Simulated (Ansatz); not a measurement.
## Si(111) with SiHF2 on 25 % of the top atoms and H on the rest: bands and core levels

What would XPS and angle-resolved spectra of Si(111) with SiHF2 on 25 % of the top atoms and H on the rest look like?

Program: Ansatz 0.2.0. Level of theory: DFT, PBE, plane-wave PAW, default files, scalar-relativistic. Results are calculated unless marked as measured.

Report form: the programs' logs are mostly left out.

**1. Starting point**

The cell holds 35 atoms: 2 F, 8 H and 25 Si. Its edges and angles: a = 7.679 Å, b = 7.679 Å, c = 25.218 Å, α = 90.0°, β = 90.0°, γ = 60.0°. It derives from Si. How the cell was made: terminated face; group: SiHF2; share of top atoms: 0.25; rest: H; oxygen in back bonds: 0; lower face: H. Regions: ad, 7 atoms (1 Si, 2 F and 4 H); L1, 4 atoms (4 Si); L2, 4 atoms (4 Si); L3, 4 atoms (4 Si); mid, 4 atoms (4 Si); rest, 12 atoms (8 Si and 4 H). Vacuum lies along c.

**2. Relaxing the atoms**

The cut or typed positions aren't at rest, and spectra shift with geometry, so the relaxation comes first. 12 atoms are held to stand for the bulk. A dipole correction cancels the field between unlike faces.

Contents of input.yaml:

```yaml
crystal:
  lattice:
    - [7.6791796437, 0.0, 0.0]
    - [3.8395898218, 6.6503646517, 0.0]
    - [0.0, 0.0, 25.2181769138]
  atoms:
    - { symbol: F, position: [4.4819e-05, 0.196456907, 0.722422441] }
    - { symbol: F, position: [0.803498829, 4.3708e-05, 0.722422441] }
    - { symbol: H, position: [0.18295153, 0.817008802, 0.720965555] }
    - { symbol: Si, position: [0.0, 0.0, 0.701231377] }
    - { symbol: H, position: [0.5, 0.0, 0.669508227] }
    - { symbol: H, position: [0.0, 0.5, 0.669508227] }
    - { symbol: H, position: [0.5, 0.5, 0.669508227] }
    - { symbol: Si, position: [0.0, 0.0, 0.615182333] }
[... 23 atom lines left out ...]
    - { symbol: H, position: [0.0, 0.0, 0.277577559] }
    - { symbol: H, position: [0.5, 0.0, 0.277577559] }
    - { symbol: H, position: [0.0, 0.5, 0.277577559] }
    - { symbol: H, position: [0.5, 0.5, 0.277577559] }
kpoints:
  mp_grid: { grid: [3, 3, 1] }
scf:
  occupations: { method: fermi_dirac, width: 0.02 }
  n_extra_bands: 25
hamiltonian:
  xc: pbe
  pseudopotentials: { kind: paw }
output:
  forces: true
  write_potential: true
  volumetric_format: []
efield:
  axis: 3
  dipole_correction: true
relax:
  f_tol: 0.03
  max_steps: 70
  constraints: [{ sites: [23, 24, 25, 26, 27, 28, 29, 30, 31, 32, 33, 34] }]
```

Command:

```sh
$ ansatz run input.yaml --threads 4 --pin off --max-ram 11264MiB --backend cpu --events-out ev --progress --plain --runs-dir out
```

Wall time 3 min (4 threads of Arm Neoverse V2, shared host); peak memory 2.4 GiB; 11 min of CPU time.

The steps of the relaxation:

```
step  energy less that of the first step (eV)  largest force component (eV/Å)
   1                                   0.0000                          2.8795
   2                                  -0.6599                          1.0823
   3                                  -0.7516                          0.6141
   4                                  -0.7844                          0.1248
   5                                  -0.7943                          0.0403
   6                                  -0.7984                          0.0185
   7                                  -0.7971                          0.3400
   8                                  -0.8004                          0.0757
   9                                  -0.8013                          0.1636
  10                                  -0.8027                          0.0972
  11                                  -0.8035                          0.0554
  12                                  -0.8046                          0.0497
  13                                  -0.8047                          0.0265
```

Relaxation step 7 was tried and not accepted.

The atoms that moved most (Å):

```
atom      dx      dy     dz  length
  F1   0.526  -0.532  0.231   0.783
  F2   0.204   0.711  0.239   0.777
  H3  -0.661  -0.175  0.361   0.773
 Si4   0.005  -0.045  0.220   0.225
  H6   0.002   0.019  0.162   0.163
  H7  -0.007   0.013  0.162   0.163
  H5   0.006  -0.010  0.162   0.162
Si12   0.001   0.003  0.043   0.043
```

Numbers from this step:

| Item | Value |
| --- | --- |
| free energy | -17640.0817 eV |
| Fermi energy | 0.1264 eV |
| symmetry operations | 1 |
| gap on the k-mesh | 1.131 eV |
| ionisation potential, upper face | 5.313 eV |
| upper vacuum level less the lowest empty level (Kohn–Sham affinity) | 4.181 eV |
| ionisation potential, lower face | 4.692 eV |

The relaxation ends 23 meV an atom lower, with a largest force component of 0.026 eV/Å on the free atoms.

**3. Layer-resolved bands, DOS and potential**

The main run: bands along the zone's path, each state's share in the top and middle regions, the DOS and the planar potential. The cell holds 4 small cells, so the bands are unfolded.

Contents of input.yaml:

```yaml
crystal:
  lattice:
    - [7.6791796437, 0.0, 0.0]
    - [3.8395898218, 6.6503646517, 0.0]
    - [0.0, 0.0, 25.2181769138]
  atoms:
    - { symbol: F, position: [0.1085163107, 0.1164897992, 0.7315719159] }
    - { symbol: F, position: [0.7766300596, 0.1068821104, 0.7319176449] }
    - { symbol: H, position: [0.1100228337, 0.7907234634, 0.7352641642] }
    - { symbol: Si, position: [0.0040415905, -0.0067907235, 0.7099637305] }
    - { symbol: H, position: [0.5016024218, -0.0015784888, 0.6759237416] }
    - { symbol: H, position: [-0.0011470093, 0.5028172155, 0.6759386101] }
    - { symbol: H, position: [0.4980826105, 0.5020028448, 0.6759347505] }
    - { symbol: Si, position: [0.0002987629, -0.0005501486, 0.6164985313] }
[... 23 atom lines left out ...]
    - { symbol: H, position: [0.0, 0.0, 0.277577559] }
    - { symbol: H, position: [0.5, 0.0, 0.277577559] }
    - { symbol: H, position: [0.0, 0.5, 0.277577559] }
    - { symbol: H, position: [0.5, 0.5, 0.277577559] }
kpoints:
  mp_grid: { grid: [3, 3, 1] }
scf:
  occupations: { method: fermi_dirac, width: 0.02 }
  n_extra_bands: 38
hamiltonian:
  xc: pbe
  pseudopotentials: { kind: paw }
output:
  forces: true
  write_potential: true
  volumetric_format: []
  dos:
    projected:
      site_lists:
        adsorbate: [3, 0, 1, 2, 4, 5, 6]
        layer_1: [7, 8, 9, 10]
        layer_2: [11, 12, 13, 14]
        layer_3: [15, 16, 17, 18]
        middle: [19, 20, 21, 22]
        other_layers: [23, 24, 25, 26, 27, 28, 29, 30, 31, 32, 33, 34]
    de: 0.05
    e_range: [-30, 12]
    method: { smearing: { sigma: 0.12, scheme: gaussian } }
  eigenstates:
    kpoints:
      - [0.33333333, -0.33333333, 0.0]
      - [0.25, -0.375, 0.0]
      - [0.16666667, -0.41666667, 0.0]
      - [0.08333333, -0.45833333, 0.0]
      - [0.0, 0.5, 0.0]
      - [-0.08333333, 0.45833333, 0.0]
      # [... 29 more points ...]
      - [0.25, 0.5, 0.0]
      - [0.29166667, -0.41666667, 0.0]
    e_range: [-8.0, 6.0]
    unfold:
      supercell_matrix: [[2, 0, 0], [0, 2, 0], [0, 0, 1]]
      layers:
        axis: 3
        edges: [0.118962, 0.357654, 0.41737, 0.595472, 0.646213, 0.893877]
efield:
  axis: 3
  dipole_correction: true
```

Wall time 4.7 min (4 threads); peak memory 5 GiB.

This step gave:

| Quantity | Value |
| --- | --- |
| Fermi energy | 0.1225 eV |
| zero of energy | valence-band maximum |
| share of occupied states in no projected shell | 0.0116 of the occupied states in the window |

A(k,E), total over k along the path and E. Zero: valence-band maximum.

Values in eV⁻¹, 12 rows by 16 columns, each cell a mean:
```
2.1 2.9 4.0 3.7 3.6 3.5 1.7 2.0 4.6 2.9 2.2 1.6 1.3 1.1 2.7 2.4
0.7 1.4 2.9 3.7 4.3 4.5 5.0 5.3 3.6 2.7 1.8 2.1 2.3 2.7 2.0 0.8
2.6 2.2 1.9 2.0 2.5 3.2 3.6 3.5 2.5 1.6 1.9 1.2 0.9 2.2 2.2 2.5
0.1 0.1 0.1 0.1 0.1 0.1 0.9 0.5 0.4 1.3 1.8 2.4 2.7 1.5 0.8 0.2
0.0 0.0 0.0 0.0 0.1 0.1 0.4 0.3 0.1 0.1 0.1 0.3 0.3 0.1 0.0 0.0
0.0 0.0 0.1 0.3 1.2 2.8 5.0 4.2 1.9 1.1 0.6 0.1 0.1 0.1 0.0 0.0
0.3 0.9 0.9 2.1 2.9 3.3 1.4 2.4 3.3 2.8 2.8 2.7 2.4 1.7 0.8 0.2
2.2 2.1 3.2 2.5 2.2 0.8 0.4 0.4 1.3 1.8 1.7 2.0 1.9 2.5 2.2 2.2
3.0 3.2 2.3 2.0 1.2 0.7 0.6 0.7 0.9 1.8 1.8 1.4 1.6 2.1 3.0 3.0
1.4 1.1 1.2 1.2 0.7 0.6 0.6 0.6 0.7 0.9 1.3 1.0 0.9 0.8 1.0 1.4
0.6 1.2 1.6 1.5 1.3 1.3 1.4 1.4 1.3 1.3 1.6 1.4 0.6 0.6 0.5 0.6
2.4 1.8 1.7 1.4 1.4 1.3 1.4 1.4 1.4 1.3 1.5 1.9 2.4 2.4 2.2 2.4
```
Columns: k along the path (Å⁻¹) from 0 to 2.58; rows upwards: E (eV) from -7.14 to 5.16.

A(k,E), top over k along the path and E. Zero: valence-band maximum.

Ten even steps from '0' (0.00 eV⁻¹) to '9' (1.11 eV⁻¹), each cell a mean:
```
122223235555655553222211233321
544332222455445543332122101245
222344433212222223233222333232
001110011122222211211222222100
321122222111011110010000011223
121110000000100000011110101111
000000000000000000000011110000
000000000000000000000000000000
000000000000000000000000000000
000000000000000000000000000000
000000000000001000000000000000
000001001111111111110000000000
000000010000000000001111111000
112222211000000011211000011111
222111011111111111111111112122
222112112111111121122333332223
222221111000000011111111222222
223333333333333332332222222232
888999999999999999989999998888
211223332232332223332222121112
444444556555556666555444444444
555566555555555544556666665555
```
Columns: k along the path (Å⁻¹) from 0 to 2.58; rows upwards: E (eV) from -7.14 to 5.16.

A(k,E), middle over k along the path and E. Zero: valence-band maximum.

Ten even steps from '_' (0.01 eV⁻¹) to '@' (2.72 eV⁻¹), each cell a mean:
```
....==++==++::--**##..______..--**--................::==::..
------++%%**%%**::::++......--++##--====--------..__::------
____..::==##%%**%%##++@@@@@@%%##++++--::::::::::====----..__
____::::..__..--++++####%%%%%%**--::--::::::::::::--++::____
**==----==++******##%%++====**++--::----..______..--====++**
::----::..__________..======::::--::::--++++==------::::::::
________________________..________::----::::--==++--..______
________________________________________--::----..__________
____________________________________________________________
____________________--**##**--::..__________________________
______________::--====##@@@@**--::----::____________________
________::::::--++######--++%%%%##======------::::__________
__::--::____==++------______::::--================++--::..__
++==----++##++----==__________::::::::--========--::----==++
::::--====--..::--..____________::--....::------==##==::::::
..::==--::::--::::..............::::::............::----::::
++++--::::..::::__________________::::..............::==++++
..________::..______________________..::________________....
________--..__......................__..::__________________
____::--......________________________....::..______________
====--::........::........................::--++++++========
::::__..::..__________........________..::................::
```
Columns: k along the path (Å⁻¹) from 0 to 2.58; rows upwards: E (eV) from -7.14 to 5.16.

A(k,E), bottom over k along the path and E. Zero: valence-band maximum.

Ten even steps from '_' (0.01 eV⁻¹) to '@' (1.98 eV⁻¹), each cell a mean:
```
....::--====--++++++....__....::**==::--::::......::::==::..
==------====++====**##----::==%%%%++==--::..::::____..----==
......::--==++==++==++@@@@@@%%++::::....::::::::------::....
____....______--==--==========--::................::--..____
::::....::::::::::--==--::::----::....::________..::..::::::
........______________::----____..::..::----::::--..__......
____________________________________........::::::..________
________________________________________..__________________
____________________________________________________________
____________________::==++==::..____________________________
______________..::----====++++--::::....____________________
________......::--====::..::----------::::........__________
____....____::--..::..________........::--------::::....____
::......::==::..::..____________::..............::::......::
......----::..::..______________..--..............::--::....
--==++::..::--......................::::::..........::--==--
====------..__________________________::::::::--------======
____________________________________________________________
________..__..........................__..__________________
______....::....____..__......__......::....________________
::....::....................................::::::::::::::::
________....____________________________......______________
```
Columns: k along the path (Å⁻¹) from 0 to 2.58; rows upwards: E (eV) from -7.14 to 5.16.

Peaks of A(k,E) at the labelled points: for each region the eleven nearest the zero at most, each over 6 % of that point's highest, less those above the energy where the solved bands run out; weight and spread sum the levels within three half widths or 0.3 eV, so near peaks share levels. Peaks of the spectral function, the first 40 of 132 rows:

```
point  weight on  E (eV)  A (1/eV)  weight near the peak  rms spread of levels (eV)
    K      total   -3.92     12.54                 2.177                      0.054
    K      total   -3.58     5.082                 0.774                      0.016
    K      total   -3.26     2.291                 0.434                      0.131
    K      total    -2.9     4.632                 0.722                      0.016
    K      total   -2.28     12.46                  2.12                      0.029
    K      total    2.42     13.01                 2.964                      0.088
    K      total    2.62     4.686                 2.964                      0.088
    K      total     3.6     1.069                 0.322                      0.093
    K      total    3.74     1.011                 0.567                      0.174
    K      total    3.94     1.221                  0.43                      0.139
    K      total    4.02     1.304                 0.443                      0.156
    K        top   -3.92     0.339                 0.091                      0.088
    K        top   -3.58     0.997                 0.162                      0.019
    K        top   -3.26     0.189                 0.049                      0.142
    K        top    -2.9     1.214                 0.196                      0.025
    K        top   -2.28     0.429                 0.131                      0.068
    K        top    -2.2     0.512                 0.135                      0.083
    K        top    2.42     1.456                 0.312                      0.084
    K        top    2.62     0.377                 0.312                      0.084
    K        top     3.6     0.365                 0.117                      0.093
    K        top    3.74     0.347                 0.198                       0.17
    K        top    3.94     0.407                 0.149                      0.142
    K     middle   -4.36     3.705                 0.691                      0.102
    K     middle    -4.1      0.88                 1.157                      0.215
    K     middle   -3.92     3.308                 0.582                       0.06
    K     middle   -3.58     1.026                 0.148                      0.016
    K     middle   -3.26     0.811                 0.135                      0.111
    K     middle    -2.9     2.072                 0.324                      0.009
    K     middle   -2.28     6.639                  1.11                      0.024
    K     middle    2.42     6.415                 1.446                      0.085
    K     middle    2.62     2.165                 1.446                      0.085
    K     middle    4.36     1.752                 0.647                      0.091
    K     middle    4.54     2.042                 0.641                      0.088
    K     bottom    -3.9     3.435                 0.593                      0.048
    K     bottom   -3.58     1.793                 0.278                      0.016
    K     bottom   -3.26     0.843                 0.164                      0.129
    K     bottom    -2.9     0.633                 0.095                      0.008
    K     bottom   -2.28     2.088                 0.334                      0.015
    K     bottom    2.42     2.046                 0.482                      0.094
    K     bottom    2.62     0.886                 0.482                      0.094
```

The DOS has structure finer than the step of the table below, so its rows give means over 2 eV, whole bins alone (the curve runs from -27.0 to 4.89 eV). Peaks (eV: height): total -6.5: 32.7, -2.2: 25.0, 3.6: 29.6, 4.3: 40.0; Si 3p -2.2: 22.6, -1.6: 22.4, 3.6: 18.7, 4.3: 21.7; Si 3s -10.6: 8.74, -9.5: 8.83, -8.9: 9.81, -6.5: 11.5; F 2p -7.0: 7.84, -6.4: 4.88, -6.0: 3.23, -5.3: 9.65; H 1s -6.5: 2.30, -4.5: 1.93, -4.0: 3.56, -3.6: 3.13.

Table of DOS by E, zero at the valence-band maximum; means over each step; values in states/eV/cell:

```
E (eV)  total   Si 3p    Si 3s     F 2p     H 1s     F 2s
   -26  0.903  0.0467   0.0748   0.0159  0.00166    0.761
   -24   1.10  0.0979  0.00816   0.0123   2.7e-4    0.975
   -22      0       0        0        0        0        0
   -20      0       0        0        0        0        0
   -18      0       0        0        0        0        0
   -16      0       0        0        0        0        0
   -14      0       0        0        0        0        0
   -12  0.797   0.107    0.668   5.2e-4   0.0165   1.8e-4
   -10   7.74    1.84     5.23    0.282    0.293   0.0473
    -8   6.87    1.90     3.66    0.754    0.460   0.0477
    -6   12.5    4.34     3.27     3.71    0.959   0.0198
    -4   12.0    8.45     1.04    0.713     1.62   8.4e-4
    -2   16.9    15.2    0.604    0.121    0.805  0.00119
     0   2.26    2.17   0.0179  0.00388   0.0220   9.6e-5
     2   11.1    6.20     2.75   0.0309    0.361   0.0118
```

Sums over each group's atoms; a table of it gives point samples, which can step over narrow peaks. Table of DOS of the group by E, zero at the valence-band maximum; 7 of 16 lines; values in states/eV:

```
E (eV)  other layers: Si 3p  layer 2: Si 3p  adsorbate: F 2p  middle: Si 3p  layer 3: Si 3p  layer 1: Si 3p  other layers: Si 3s
   -12                    0               0                0              0               0               0               1.9e-5
   -10                0.521           0.304           0.0912          0.207           0.204           0.221                 1.81
    -8                0.630           0.327            0.159          0.113           0.183          0.0492                 1.32
    -6                 1.35           0.406             2.31           1.15           0.978           0.688                 1.15
    -4                 8.05            2.24            0.190           1.07            1.02            2.38                0.221
    -2                 5.07            2.56           0.0904           2.53            2.40            2.45                0.230
     0                0.464           0.126           3.7e-4          0.281           0.298           0.238               1.1e-5
     2                 2.66            1.48           0.0433           1.45            1.49            1.31                 1.11
     4                 2.79            1.15            0.115           1.39            1.24            1.20                0.736
```

This run's widths, added to any smearing of the DOS itself: Gaussian 0.35 eV, Lorentzian 0.05 eV. The intensity by binding energy, zero at the valence-band maximum; values in % of the maximum within 13 eV:

```
binding energy (eV)  21.2 eV  100 eV  1486.7 eV  2150 eV  9251.7 eV
                  0    0.845    1.21       2.45     1.95      0.632
                  2     14.7    16.5       34.7     29.2       14.4
                  4     28.4    14.9       31.5     27.9       17.2
                  6     39.4    39.1       49.6     48.8       44.9
                  8     9.02    7.84       37.4     39.8       42.0
                 10     6.86    7.98       53.1     57.0       61.0
                 12        -   0.143      0.878    0.944       1.02
                 14        -  0.0411      0.130    0.134      0.134
                 16        -  0.0257     0.0725   0.0734     0.0691
                 18        -  0.0204     0.0582   0.0577     0.0506
                 20        -  0.0219     0.0686   0.0665     0.0532
                 22        -  0.0409      0.146    0.138      0.102
                 24        -   0.518       2.00     1.88       1.32
                 26        -   0.296       1.14     1.08      0.763
```

[end of part 1 of 2]

[Logs are printed without paths, hosts, clocks, repeated set-up lines and the standing remarks that a program may print on its own settings, such as how far it seeks lower states.]

[Hosts, paths, dates, database ids (printed as entryN), source tags and the programs' standing remarks are cut or masked in the printed files.]

[Maps of the electrostatic potential energy from Ansatz leave out the sawtooth potential of an applied field or a dipole correction, so their vacuum need not be flat; work functions include it.]
